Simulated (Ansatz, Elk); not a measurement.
# HfCo5: X-ray structure factors from the self-consistent density, part 2 of 2

The structure of HfCo5 used here is made up (a known structure type with other elements) and was relaxed beforehand with PBE. The aim is the Fourier transform of its all-electron density, F(hkl), set beside the sum over free spherical atoms that refinements use.

Elk 11.2.3 (patched build); all-electron DFT.

So far: Set-up; Ground state and structure factors; The magnetisation density.

The structure was built from a prototype and need not be the compound's stable phase.

**4. The highest occupied states alone**

Level of this step: DFT, PBE, all-electron APW+lo, Dirac cores, scalar-relativistic bands, static density, ferromagnetic start (Elk).

An energy window below the Fermi level keeps the highest occupied states, to see at which angles they scatter; shallow core shells can lie inside it and anion s states outside. No new self-consistency is needed.

elk.in

```
tasks
  195

xctype
  20

spinpol
  .true.

rgkmax
  7.0

gmaxvr
  14.0

lmaxo
  7

lmaxapw
  8

swidth
  0.002

tshift
  .false.

ramdisk
  .false.

hmaxvr
  5.5

maxscl
  120

epspot
  1e-06

reducebf
  0.8

wsfac
  -0.109690 0.631300

sppath
  './'

avec
  8.95698798923 0.00000000000 0.00000000000
  -4.47849399461 7.75697914006 0.00000000000
  0.00000000000 0.00000000000 7.49005247749

atoms
  2
  'Hf.in'
  1
  0.0000000000 0.0000000000 0.0000000000   0.000000 0.000000 0.000000
  'Co.in'
  5
  0.0000000000 0.5000000000 0.5000000000   0.000000 0.000000 -0.075000
  0.5000000000 0.5000000000 0.5000000000   0.000000 0.000000 -0.075000
  0.5000000000 -0.0000000000 0.5000000000   0.000000 0.000000 -0.075000
  0.6666666667 0.3333333333 0.0000000000   0.000000 0.000000 -0.065000
  0.3333333333 0.6666666667 0.0000000000   0.000000 0.000000 -0.065000

ngridk
  5 5 5
```

Run with:

```console
> OMP_NUM_THREADS=4 elk
```

Numbers of over 12 decimals in the logs are rounded to 6 here.

Log:

```text
┌─────────────────────────────────┐
│ Elk code version 11.2.3 started │
└─────────────────────────────────┘

Info(readinput): the functional depends on the density's gradient
 muffin-tin radial points multiplied by    2.00000
 (not where nrmtscf is given)

┌────────────────────┐
│ Current task : 195 │
└────────────────────┘
Info(checkmt): changed muffin-tin radius of species 2 (Co) from   2.4000 to   2.2142

Info(sfacrho): density structure factors written to SFACRHO.OUT

 Energy window :  -0.1096900000      0.6313000000

┌──────────────────┐
│ Elk code stopped │
└──────────────────┘
```

Run time: 5 s. Hardware: 4 threads of AMD EPYC 9R45 (Zen 5), shared host; peak memory 0.35 GiB.

States within 12 eV below the Fermi level hold 49.00 electrons; any levels below the window count with the cores. Their amplitudes can exceed the total, where window and core parts have opposite phase:

```csv
hkl,sin θ/λ (Å⁻¹),"abs F, window","abs F, all"
100,0.122,12.474,17.840
001,0.126,5.419,42.043
101,0.175,0.388,62.420
110,0.211,4.648,80.526
200,0.244,7.824,96.517
111,0.246,11.715,115.643
002,0.252,19.138,152.985
201,0.274,13.782,17.928
102,0.280,6.631,18.943
210,0.322,5.568,18.792
```

**5. Another functional**

The difference from free atoms is small, so it is set against the change that PBEsol makes.

Edit elk.in of step 4 so:

```diff
@@ -1,6 +1,8 @@
 tasks
+  0
   195
+  196
 
 xctype
-  20
+  22
 
@@ -42,5 +44,2 @@
 
-wsfac
-  -0.109690 0.631300
-
 sppath
```

Run with:

```console
> OMP_NUM_THREADS=4 elk
```

Log:

```text
┌─────────────────────────┐
│ Elk code version 11.2.3 │
└─────────────────────────┘

All units are atomic (Hartree, Bohr, etc.)

┌─────────────────────────────────────────────────┐
│ Ground-state run starting from atomic densities │
└─────────────────────────────────────────────────┘

Lattice vectors :
   8.956987989       0.000000000       0.000000000
  -4.478493995       7.756979140       0.000000000
   0.000000000       0.000000000       7.490052477

Reciprocal lattice vectors :
  0.7014841724      0.4050020758      -0.000000000
[...]
total charge                :    207.0000000
 error                       :   0.6885014457E-02

Moments :
 interstitial                :  -0.3160214890
 muffin-tins
  species : 1 (Hf)
[...]
species : 2 (Co)
[...]
atom 4                    :    1.310722953
   atom 5                    :    1.310722953
 total in muffin-tins        :    6.837336613
 total moment                :    6.521315124

┌──────────────────────────────┐
│ Self-consistent loop stopped │
└──────────────────────────────┘

Warning : core states of species 2 leak from the muffin-tin :   0.1256237987E-02

Wrote STATE.OUT
[key lines of the parts left out:]
total energy                :     -22054.557124961
```

Elapsed: 2.5 min, on 4 threads; peak memory 0.63 GiB; 9.1 min of CPU time.

Against the first run R = 0.02 %; the largest change is -0.056 at 002. The moment goes from 6.56 to 6.52 μB.

**6. Basis size**

The basis and the expansions that go with it are enlarged, to see whether the differences are converged.

Edit elk.in of step 5 so:

```diff
@@ -6,3 +6,3 @@
 xctype
-  22
+  20
 
@@ -12,12 +12,12 @@
 rgkmax
-  7.0
+  8.5
 
 gmaxvr
-  14.0
+  18.0
 
 lmaxo
-  7
+  9
 
 lmaxapw
-  8
+  10
```

Run with:

```console
> OMP_NUM_THREADS=4 elk
```

Log:

```text
┌─────────────────────────┐
│ Elk code version 11.2.3 │
└─────────────────────────┘

All units are atomic (Hartree, Bohr, etc.)

┌─────────────────────────────────────────────────┐
│ Ground-state run starting from atomic densities │
└─────────────────────────────────────────────────┘

Lattice vectors :
   8.956987989       0.000000000       0.000000000
  -4.478493995       7.756979140       0.000000000
   0.000000000       0.000000000       7.490052477

Reciprocal lattice vectors :
  0.7014841724      0.4050020758      -0.000000000
[...]
total charge                :    207.0000000
 error                       :   0.6169085184E-02

Moments :
 interstitial                :  -0.3536644404
 muffin-tins
  species : 1 (Hf)
[...]
species : 2 (Co)
[...]
atom 4                    :    1.319833935
   atom 5                    :    1.319833935
 total in muffin-tins        :    6.877752432
 total moment                :    6.524087992

┌──────────────────────────────┐
│ Self-consistent loop stopped │
└──────────────────────────────┘

Warning : core states of species 2 leak from the muffin-tin :   0.1234021430E-02

Wrote STATE.OUT
[key lines of the parts left out:]
total energy                :     -22065.253171648
```

The job ended after 4 min (4 threads; peak memory 0.97 GiB).

Against the first run R = 0.01 %; the largest change is -0.023 at 220. The moment goes from 6.56 to 6.52 μB.

**7. Settings against the effect**

```csv
run,R against the first run (%),"R against neutral atoms, low angle (%)",wall time
"PBE, rgkmax 7",0.00,0.68,2.5 min
PBEsol,0.02,0.70,2.5 min
rgkmax 8.5 with larger expansions,0.01,0.67,4 min
```

**8. Outcome**

```
R against neutral atoms, sin θ/λ < 0.3 Å⁻¹ : 0.68 %
R against neutral atoms, 0.3 to 0.82 Å⁻¹   : 0.23 %
```

**Reading.** Independent neutral atoms miss the calculated amplitudes by R = 0.68 % below 0.3 Å⁻¹ and 0.23 % from there to 0.82 Å⁻¹; by shells, 1.87 % below 0.15 Å⁻¹ (2 forms), 0.62 % 0.15 to 0.3 (7 forms), 0.18 % 0.3 to 0.45 (14 forms), 0.24 % above 0.45 (77 forms). Bonding, aspherical density and the tables' own atoms all enter these figures, and the runs don't part them. The largest change of an amplitude is -0.79 electrons, at 002. The magnetic order is that of the start. No other order was tried here, and an antiferromagnetic one would change or move the magnetic intensity. The window's part falls from 49.0 electrons at the origin to at most 6.34 between 0.45 and 0.82 Å⁻¹, where compact states inside the window still scatter. Below 0.3 Å⁻¹ the changes that finished (PBEsol and rgkmax 8.5 with larger expansions) move F by R = 0.03 % at most, against the 0.68 % that separates it from free atoms. The magnetic factors move by R = 1.6 % (PBEsol) and 0.4 % (rgkmax 8.5 with larger expansions). The k-mesh has no finished test. Spin-orbit coupling is left out, which can matter for elements this heavy. Part of the difference isn't bonding: the tables are fits to free atoms and ions calculated by other methods than this functional. Thermal motion, anomalous dispersion and extinction are left out.

[Logs are printed without paths, hosts, clocks, repeated set-up lines and the standing remarks that a program may print on its own settings, such as how far it seeks lower states.]

[Hosts, paths, dates, database ids (printed as entryN), source tags and the programs' standing remarks are cut or masked in the printed files.]
